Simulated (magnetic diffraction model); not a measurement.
# Ho2ZnSb4: what an assumed order does to the neutron pattern

Space group P-4m2 (no. 115), a = 4.3710 Å, c = 9.9940 Å.

| site | atom | x | y | z |
| --- | --- | --- | --- | --- |
| 2g | Ho | 0 | 1/2 | 0.2521 |
| 1d | Sb | 0 | 0 | 1/2 |
| 1c | Sb | 1/2 | 1/2 | 1/2 |
| 2g | Sb | 0 | 1/2 | 0.8576 |
| 1b | Zn | 1/2 | 1/2 | 0 |

The compound is invented for this exercise: a known structure type with other elements, its cell scaled to their sizes and not relaxed.

Only Ho is taken to order (form factors of Ho3+); orders and moment sizes are assumed, and not adapted to the symmetry. Radiation: neutrons of λ = 4.2 Å, 8° to 80°; isotropic B of 0.34 Å² (Ho), 0.4 Å² (Sb) and 0.43 Å² (Zn). The intensities are simulated: I ∝ L Σ (|F_N|² + |F_M⊥|²) for unpolarised neutrons, with F_M = 2.695 fm/μB × Σ f(s) S exp(2πi Q·r) exp(−B s²) at Q = H ± k (one set where k and −k are equivalent), only the part normal to Q counting and L = 1/(sin²θ cos θ). For collinear order S is the moment m, which repeats by lattice and centring translations R with the sign exp(−2πi k·R). Form factors are spin-only for 3d ions and dipole or tabulated for f ions, scattering lengths are Sears's of 1992, and absorption is left out. A label names one of the reflections at its angle. The strongest nuclear line in the range is 100, and lines under 0.2 are left out.

Assume the order k = (0 0 0), collinear moments along [001], 8.6 μB on Ho; signs + at (0, 1/2, 0.2521), − at (1/2, 0, 0.7479).

Predict the pattern, nuclear and magnetic parts apart.

```tsv
2θ (°)	index	nuclear	magnetic
24.26	(0 0 1)	1.9	0.0
49.70	(0 0 2)	0.8	0.0
57.43	(1 0 0)	15.8	944.4
63.25	(1 0 1)	72.6	0.2
78.16	(0 0 3)	35.0	0.0
79.33	(1 0 2)	100.0	633.1
```

The strongest magnetic line in the range is (1 0 0) at 57.43° (944.4). On top of the Lorentz factor, which all lines share, magnetic lines fade with angle because f falls: for Ho3+ it is 0.96, 0.85, 0.71 and 0.44 at sin θ/λ = 0.1, 0.2, 0.3 and 0.5 Å⁻¹, while nuclear lengths stay constant. The order has no net moment.

[Logs are printed without paths, hosts, clocks, repeated set-up lines and the standing remarks that a program may print on its own settings, such as how far it seeks lower states.]
